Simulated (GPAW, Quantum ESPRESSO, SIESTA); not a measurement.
# Out-of-plane response of bcc Mo under biaxial strain, QE, PBE

Calculated with Quantum ESPRESSO 7.5: PBE; plane waves, GBRV 1.5 ultrasoft, 45/270 Ry; k-mesh 10×10×10. The first two cell vectors are strained alike from typed lattice constants; the third vector's length and the atoms are relaxed.

| in-plane strain (%) | 100 ln(c/c at zero strain) |
| --- | --- |
| -4 | 3.093 |
| -3 | 2.211 |
| -2 | ? |
| -1 | 0.722 |
| 0 | 0 |
| +1 | -0.662 |
| +2 | -1.286 |
| +3 | -1.928 |
| +4 | -2.605 |

Task: Fit a second-order form in the logarithmic strain to the rows given and interpolate to the withheld row.

**Working.**

With u = ln[(1 + ε)/(1 + ε0)], counted from the row at ε0 = +0 % where y0 = 0, a second-order form y = y0 + a u + b u² makes v = (y − y0)/u a line in u.

```
         u         v
-0.0408220  -75.7680
-0.0304592  -72.5889
-0.0100503  -71.8384
0.00995033  -66.5305
 0.0198026  -64.9409
 0.0295588  -65.2259
 0.0392207  -66.4190
```

With n = 7: mean u = 0.00245728, mean v = -69.0445, Σ(u − ū)² = 0.0055561, Σ(u − ū)(v − v̄) = 0.73263. Slope b = 0.73263 / 0.0055561 = 131.86; intercept a = v̄ − b ū = -69.369.

At the withheld row u = -0.02020, v = a + b u = -72.03, and y = y0 + u v.

Prediction at -2: 1.455. The run gave 1.422, so the fit is high by 0.033 (2.3 % of the value).

The first-order term says that the third edge changes by -0.69 % for each per cent of in-plane stretch at ε0. The second-order term makes up 3.7 % of v at the withheld row. Among the rows given, the largest miss of the fit is at +4, by 0.087 (1.5 % of the range of the table).

Limits: The nuclei are static. The DFT runs use Fermi–Dirac occupations of width 0.1 eV, and energies are free energies.

[Logs are printed without paths, hosts, clocks, repeated set-up lines and the standing remarks that a program may print on its own settings, such as how far it seeks lower states.]

[Hosts, paths, dates, database ids (printed as entryN), source tags and the programs' standing remarks are cut or masked in the printed files.]
